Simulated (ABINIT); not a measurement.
**Completion of the band sum in GW: MgH2 (P4_2/mnm)**

Wanted: gap and time of MgH2 (P4_2/mnm) with truncated and completed band sums.

Method: PBE and many-body steps on it, plane waves, in ABINIT 10.8.3.

Report form: inputs, costs, results and the conclusion, without the logs.

### 1. The starting structure

The structure is tetragonal, space group P4_2/mnm (No. 136). The conventional cell has a = 4.517 Å, b = 4.517 Å, c = 3.020 Å, α = 90.00°, β = 90.00°, γ = 90.00°. Nearest to Mg lie 6 H at 1.95 Å. Nearest to H lie 3 Mg at 1.95 Å. Farther neighbours, and contacts between anions beyond the nearest, are not listed.

Structure file:

```cif
data_structure
_symmetry_space_group_name_H-M 'P4_2/mnm'
_symmetry_Int_Tables_number 136
_cell_length_a 4.5168
_cell_length_b 4.5168
_cell_length_c 3.0205
_cell_angle_alpha 90.000
_cell_angle_beta 90.000
_cell_angle_gamma 90.000
_cell_volume 61.62
loop_
_atom_site_label
_atom_site_type_symbol
_atom_site_symmetry_multiplicity
_atom_site_Wyckoff_symbol
_atom_site_fract_x
_atom_site_fract_y
_atom_site_fract_z
_atom_site_occupancy
Mg1 Mg 2 a 0.00000 0.00000 0.00000 1
H1 H 4 f 0.30600 0.30600 0.00000 1
```

The cell and positions come from the Crystallography Open Database and are kept as given unless a step says otherwise.

### 2. Empty states on the mesh, 4×4×4 mesh, 151 bands

This step: ABINIT 10.8.3; DFT, PBE, plane waves, norm-conserving pseudopotentials.

The sums over transitions need many empty states on a uniform mesh; this step solves for them.

Contents of run.abi:

```
acell 3*1.0 Angstrom
rprim 
  4.516800000000 0.000000000000 0.000000000000
  0.000000000000 4.516800000000 0.000000000000
  0.000000000000 0.000000000000 3.020500000000
ntypat 2
znucl 12 1
natom 6
typat 1 1 2 2 2 2
xred 
  0.000000000000 0.000000000000 0.000000000000
  0.500000000000 0.500000000000 0.500000000000
  0.306000000000 0.306000000000 0.000000000000
  0.194000000000 0.806000000000 0.500000000000
  0.694000000000 0.694000000000 0.000000000000
  0.806000000000 0.194000000000 0.500000000000
pp_dirpath "pseudos"
pseudos "Mg.upf, H.upf"
ecut 38
ngkpt 4 4 4
nshiftk 1
shiftk 0 0 0
kptopt 1
chksymbreak 0
irdden 1
istwfk *1
nband 151
prtvol 0
optdriver 6
gwr_task "HDIAGO"
paral_kgb 0
occopt 1
indata_prefix "in"
outdata_prefix "out"
tmpdata_prefix "tmp"
```

Command:

```console
OMP_NUM_THREADS=1 mpirun -n 8 abinit run.abi > log
```

Elapsed: 2.7 min, on 8 MPI ranks of Arm Neoverse V2, shared host; peak memory 9.7 GiB.

Read from the output:

| Quantity | Value |
| --- | --- |
| gap | 3.895 eV |
| k of the valence top | 0.25, 0, 0 |
| k of the conduction bottom | 0.5, 0.5, 0.5 |
| least direct gap | 4.666 eV |
| k points computed | 18 |
| lowest point of the top converged band, above the valence top | 87.9258 eV |

On this mesh the gap is 3.895 eV.

The density comes from a self-consistent run that is not shown.

### 3. Screening, 4×4×4 mesh, 143 bands, screening to 152.4 eV

The RPA dielectric matrix is built and inverted for each q.

This step: RPA screening on PBE, plane waves, norm-conserving pseudopotentials.

run.abi: that of step 2 with these lines changed.

```diff
@@ -24,10 +24,11 @@
 chksymbreak 0
-irdden 1
 istwfk *1
-nband 151
-prtvol 0
-optdriver 6
-gwr_task "HDIAGO"
-paral_kgb 0
 occopt 1
+irdwfk 1
+optdriver 3
+nband 143
+ecuteps 5.6
+inclvkb 2
+awtr 1
+symchi 1
 indata_prefix "in"
```

Run time: 69 s. Hardware: 8 MPI ranks; peak memory 2.9 GiB; 9.2 min of CPU time.

This step gave:

* ε∞ with local fields, on this mesh: 3.660
* ε∞ without local fields, on this mesh: 4.059
* plasma frequency: 23.17 eV
* plane waves in the screening matrix: 267

Local fields lower ε∞ by 10 %. On a Γ-centred mesh this coarse the value itself is usually too large, while a short band sum pulls it down.

### 4. 143 bands

The self-energy is evaluated for the states that the input lists, and the quasiparticle equation is solved.

This step: G0W0 on PBE, plane waves, norm-conserving pseudopotentials.

run.abi: that of step 3 with these lines changed.

```diff
@@ -27,8 +27,21 @@
 irdwfk 1
-optdriver 3
+optdriver 4
 nband 143
+gwcalctyp 0
+ecutsigx 38
+symsigma 1
+nkptgw 4
+kptgw 
+  0.2500000000 0.0000000000 0.0000000000
+  0.5000000000 0.5000000000 0.5000000000
+  0.2500000000 0.2500000000 0.5000000000
+  0.0000000000 0.0000000000 0.0000000000
+bdgw 
+  11 14
+  11 14
+  11 14
+  10 14
 ecuteps 5.6
-inclvkb 2
-awtr 1
-symchi 1
+irdscr 1
+ppmodel 1
 indata_prefix "in"
```

It took 25 s on 8 MPI ranks; peak memory 2.7 GiB; 3.3 min of CPU time.

This step gave:

```yaml
g0w0_gap_on_the_mesh: 5.914 eV
starting_gap_on_the_mesh: 3.895 eV
k_of_the_valence_top: 0.25, 0, 0
k_of_the_conduction_bottom: 0.5, 0.5, 0.5
z_at_the_valence_top: 0.781
z_at_the_conduction_bottom: 0.821
least_direct_g0w0_gap_on_the_computed_points: 6.731 eV
```

The gap on the mesh goes from 3.90 eV to 5.91 eV, a correction of +2.02 eV.

### 5. Screening, 4×4×4 mesh, 23 bands, screening to 152.4 eV

This step: RPA screening on PBE, plane waves, norm-conserving pseudopotentials.

run.abi: that of step 4 with these lines changed.

```diff
@@ -27,21 +27,8 @@
 irdwfk 1
-optdriver 4
-nband 143
-gwcalctyp 0
-ecutsigx 38
-symsigma 1
-nkptgw 4
-kptgw 
-  0.2500000000 0.0000000000 0.0000000000
-  0.5000000000 0.5000000000 0.5000000000
-  0.2500000000 0.2500000000 0.5000000000
-  0.0000000000 0.0000000000 0.0000000000
-bdgw 
-  11 14
-  11 14
-  11 14
-  10 14
+optdriver 3
+nband 23
 ecuteps 5.6
-irdscr 1
-ppmodel 1
+inclvkb 2
+awtr 1
+symchi 1
 indata_prefix "in"
```

Elapsed: 9.8 s, on 8 MPI ranks; peak memory 1.7 GiB; 78 s of CPU time.

Numbers from this step:

| Property | Result |
| --- | --- |
| ε∞ with local fields, on this mesh | 3.599 |
| ε∞ without local fields, on this mesh | 4.002 |
| plasma frequency | 23.17 eV |
| plane waves in the screening matrix | 267 |

### 6. 23 bands

This step: G0W0 on PBE, plane waves, norm-conserving pseudopotentials.

run.abi: that of step 5 with these lines changed.

```diff
@@ -27,8 +27,21 @@
 irdwfk 1
-optdriver 3
+optdriver 4
 nband 23
+gwcalctyp 0
+ecutsigx 38
+symsigma 1
+nkptgw 4
+kptgw 
+  0.2500000000 0.0000000000 0.0000000000
+  0.5000000000 0.5000000000 0.5000000000
+  0.2500000000 0.2500000000 0.5000000000
+  0.0000000000 0.0000000000 0.0000000000
+bdgw 
+  11 14
+  11 14
+  11 14
+  10 14
 ecuteps 5.6
-inclvkb 2
-awtr 1
-symchi 1
+irdscr 1
+ppmodel 1
 indata_prefix "in"
```

Elapsed: 6.2 s, on 8 MPI ranks; peak memory 1.8 GiB; 48 s of CPU time.

Read from the output:

```
G0W0 gap on the mesh                         : 5.919 eV
starting gap on the mesh                     : 3.895 eV
k of the valence top                         : 0.25, 0, 0
k of the conduction bottom                   : 0.5, 0.5, 0.5
Z at the valence top                         : 0.784
Z at the conduction bottom                   : 0.829
least direct G0W0 gap on the computed points : 6.772 eV
```

Against G0W0 in ABINIT (4×4×4 mesh, 143 bands, screening to 152.4 eV, Godby-Needs plasmon pole), the gap moves by +0.005 eV.

### 7. Screening, 4×4×4 mesh, 23 bands, screening to 152.4 eV

This step: RPA screening on PBE, plane waves, norm-conserving pseudopotentials.

run.abi: that of step 6 with these lines changed.

```diff
@@ -27,21 +27,10 @@
 irdwfk 1
-optdriver 4
+optdriver 3
 nband 23
-gwcalctyp 0
-ecutsigx 38
-symsigma 1
-nkptgw 4
-kptgw 
-  0.2500000000 0.0000000000 0.0000000000
-  0.5000000000 0.5000000000 0.5000000000
-  0.2500000000 0.2500000000 0.5000000000
-  0.0000000000 0.0000000000 0.0000000000
-bdgw 
-  11 14
-  11 14
-  11 14
-  10 14
 ecuteps 5.6
-irdscr 1
-ppmodel 1
+inclvkb 2
+awtr 1
+symchi 1
+gwcomp 1
+gwencomp 2
 indata_prefix "in"
```

Elapsed: 53 s, on 8 MPI ranks; peak memory 1.8 GiB; 7.1 min of CPU time.

Numbers from this step:

```
ε∞ with local fields, on this mesh    : 3.631
ε∞ without local fields, on this mesh : 4.002
plasma frequency                      : 23.17 eV
plane waves in the screening matrix   : 267
```

### 8. 23 bands, completed

This step: G0W0 on PBE, plane waves, norm-conserving pseudopotentials.

run.abi: that of step 7 with these lines changed.

```diff
@@ -27,8 +27,21 @@
 irdwfk 1
-optdriver 3
+optdriver 4
 nband 23
+gwcalctyp 0
+ecutsigx 38
+symsigma 1
+nkptgw 4
+kptgw 
+  0.2500000000 0.0000000000 0.0000000000
+  0.5000000000 0.5000000000 0.5000000000
+  0.2500000000 0.2500000000 0.5000000000
+  0.0000000000 0.0000000000 0.0000000000
+bdgw 
+  11 14
+  11 14
+  11 14
+  10 14
 ecuteps 5.6
-inclvkb 2
-awtr 1
-symchi 1
+irdscr 1
+ppmodel 1
 gwcomp 1
```

Wall time 6.7 s (8 MPI ranks); peak memory 1.8 GiB.

This step gave:

```yaml
g0w0_gap_on_the_mesh: 5.982 eV
starting_gap_on_the_mesh: 3.895 eV
k_of_the_valence_top: 0.25, 0, 0
k_of_the_conduction_bottom: 0.5, 0.5, 0.5
least_direct_g0w0_gap_on_the_computed_points: 6.806 eV
```

Against G0W0 in ABINIT (4×4×4 mesh, 143 bands, screening to 152.4 eV, Godby-Needs plasmon pole), the gap moves by +0.068 eV.

### 9. Screening, 4×4×4 mesh, 58 bands, screening to 152.4 eV

This step: RPA screening on PBE, plane waves, norm-conserving pseudopotentials.

run.abi: that of step 8 with these lines changed.

```diff
@@ -27,23 +27,8 @@
 irdwfk 1
-optdriver 4
-nband 23
-gwcalctyp 0
-ecutsigx 38
-symsigma 1
-nkptgw 4
-kptgw 
-  0.2500000000 0.0000000000 0.0000000000
-  0.5000000000 0.5000000000 0.5000000000
-  0.2500000000 0.2500000000 0.5000000000
-  0.0000000000 0.0000000000 0.0000000000
-bdgw 
-  11 14
-  11 14
-  11 14
-  10 14
+optdriver 3
+nband 58
 ecuteps 5.6
-irdscr 1
-ppmodel 1
-gwcomp 1
-gwencomp 2
+inclvkb 2
+awtr 1
+symchi 1
 indata_prefix "in"
```

Elapsed: 27 s, on 8 MPI ranks; peak memory 2.1 GiB.

Read from the output:

* ε∞ with local fields, on this mesh: 3.637
* ε∞ without local fields, on this mesh: 4.047
* plasma frequency: 23.17 eV
* plane waves in the screening matrix: 267

### 10. 58 bands

This step: G0W0 on PBE, plane waves, norm-conserving pseudopotentials.

run.abi: that of step 9 with these lines changed.

```diff
@@ -27,8 +27,21 @@
 irdwfk 1
-optdriver 3
+optdriver 4
 nband 58
+gwcalctyp 0
+ecutsigx 38
+symsigma 1
+nkptgw 4
+kptgw 
+  0.2500000000 0.0000000000 0.0000000000
+  0.5000000000 0.5000000000 0.5000000000
+  0.2500000000 0.2500000000 0.5000000000
+  0.0000000000 0.0000000000 0.0000000000
+bdgw 
+  11 14
+  11 14
+  11 14
+  10 14
 ecuteps 5.6
-inclvkb 2
-awtr 1
-symchi 1
+irdscr 1
+ppmodel 1
 indata_prefix "in"
```

It took 12 s on 8 MPI ranks; peak memory 1.9 GiB.

This step gave:

- G0W0 gap on the mesh: 5.851 eV
- starting gap on the mesh: 3.895 eV
- k of the valence top: 0.25, 0, 0
- k of the conduction bottom: 0.5, 0.5, 0.5
- least direct G0W0 gap on the computed points: 6.674 eV

Against G0W0 in ABINIT (4×4×4 mesh, 143 bands, screening to 152.4 eV, Godby-Needs plasmon pole), the gap moves by −0.063 eV.

### 11. Screening, 4×4×4 mesh, 58 bands, screening to 152.4 eV

This step: RPA screening on PBE, plane waves, norm-conserving pseudopotentials.

run.abi: that of step 10 with these lines changed.

```diff
@@ -27,21 +27,10 @@
 irdwfk 1
-optdriver 4
+optdriver 3
 nband 58
-gwcalctyp 0
-ecutsigx 38
-symsigma 1
-nkptgw 4
-kptgw 
-  0.2500000000 0.0000000000 0.0000000000
-  0.5000000000 0.5000000000 0.5000000000
-  0.2500000000 0.2500000000 0.5000000000
-  0.0000000000 0.0000000000 0.0000000000
-bdgw 
-  11 14
-  11 14
-  11 14
-  10 14
 ecuteps 5.6
-irdscr 1
-ppmodel 1
+inclvkb 2
+awtr 1
+symchi 1
+gwcomp 1
+gwencomp 3
 indata_prefix "in"
```

It took 51 s on 8 MPI ranks; peak memory 2.1 GiB.

This step gave:

```yaml
eps_infinity_with_local_fields_on_this_mesh: 3.643
eps_infinity_without_local_fields_on_this_mesh: 4.047
plasma_frequency: 23.17 eV
plane_waves_in_the_screening_matrix: 267
```

### 12. 58 bands, completed

This step: G0W0 on PBE, plane waves, norm-conserving pseudopotentials.

run.abi: that of step 11 with these lines changed.

```diff
@@ -27,8 +27,21 @@
 irdwfk 1
-optdriver 3
+optdriver 4
 nband 58
+gwcalctyp 0
+ecutsigx 38
+symsigma 1
+nkptgw 4
+kptgw 
+  0.2500000000 0.0000000000 0.0000000000
+  0.5000000000 0.5000000000 0.5000000000
+  0.2500000000 0.2500000000 0.5000000000
+  0.0000000000 0.0000000000 0.0000000000
+bdgw 
+  11 14
+  11 14
+  11 14
+  10 14
 ecuteps 5.6
-inclvkb 2
-awtr 1
-symchi 1
+irdscr 1
+ppmodel 1
 gwcomp 1
```

Wall time 13 s (8 MPI ranks); peak memory 1.9 GiB.

Numbers from this step:

```yaml
g0w0_gap_on_the_mesh: 5.881 eV
starting_gap_on_the_mesh: 3.895 eV
k_of_the_valence_top: 0.25, 0, 0
k_of_the_conduction_bottom: 0.5, 0.5, 0.5
least_direct_g0w0_gap_on_the_computed_points: 6.696 eV
```

Against G0W0 in ABINIT (4×4×4 mesh, 143 bands, screening to 152.4 eV, Godby-Needs plasmon pole), the gap moves by −0.033 eV.

### 13. Side by side

Times are wall times on 8 MPI ranks of Arm Neoverse V2, shared host, good to a factor of about two. A run's time includes the screening step that it read.

| run | mesh | bands | screening cutoff (eV) | DFT gap (eV) | gap on the mesh (eV) | direct (eV) | ε∞ used | time |
| --- | --- | --- | --- | --- | --- | --- | --- | --- |
| 143 bands | 4×4×4 | 143 | 152.4 | 3.895 | 5.914 | 6.731 | 3.66 | 94 s |
| 23 bands | 4×4×4 | 23 | 152.4 | 3.895 | 5.919 | 6.772 | 3.60 | 16 s |
| 23 bands, completed | 4×4×4 | 23 | 152.4 | 3.895 | 5.982 | 6.806 | 3.63 | 60 s |
| 58 bands | 4×4×4 | 58 | 152.4 | 3.895 | 5.851 | 6.674 | 3.64 | 39 s |
| 58 bands, completed | 4×4×4 | 58 | 152.4 | 3.895 | 5.881 | 6.696 | 3.64 | 65 s |

### 14. What came out

```yaml
143_bands: 5.914 eV
23_bands: 5.919 eV
23_bands_completed: 5.982 eV
58_bands: 5.851 eV
58_bands_completed: 5.881 eV
```

In words: 23 bands: +0.005 eV against 143 bands. 23 bands, completed: +0.068 eV against 143 bands. 58 bands: −0.063 eV against 143 bands. 58 bands, completed: −0.033 eV against 143 bands. The row with most bands is itself short of the limit, so it is no exact reference, and agreement of a truncated run with it can be a cancellation between the edges. The 4×4×4 mesh is coarse for this cell, which bears on the long-range parts of exchange and screening.

[Long decimals in the printed logs are rounded to 6 places.]

[Logs are printed without paths, hosts, clocks, repeated set-up lines and the standing remarks that a program may print on its own settings, such as how far it seeks lower states.]

[Paths, hosts, dates, memory and timing lines, banners, echoed tables and standing remarks are left out of the program output; an Ansatz launch command may be rebuilt from the run's recorded settings. Measured values are a selection of at most five: reports struck by readers or far from the other reports are left out. None is set beside runs whose start may be inverted or whose files or cutoffs have a known fault.]

[Runs of the session that timed out or met a known fault of the program may be left out.]

[Hosts, paths, dates, database ids (printed as entryN), source tags and the programs' standing remarks are cut or masked in the printed files.]

[G0W0 gaps are taken among the corrected bands and points alone; a level outside them can change the order at an edge.]

[Where Ansatz stands beside ABINIT at settings called matched, ABINIT's density can come from a denser mesh and the files from another edition; pairs whose starting gaps differed by over 0.03 eV were left out, so agreement reads better than it is.]
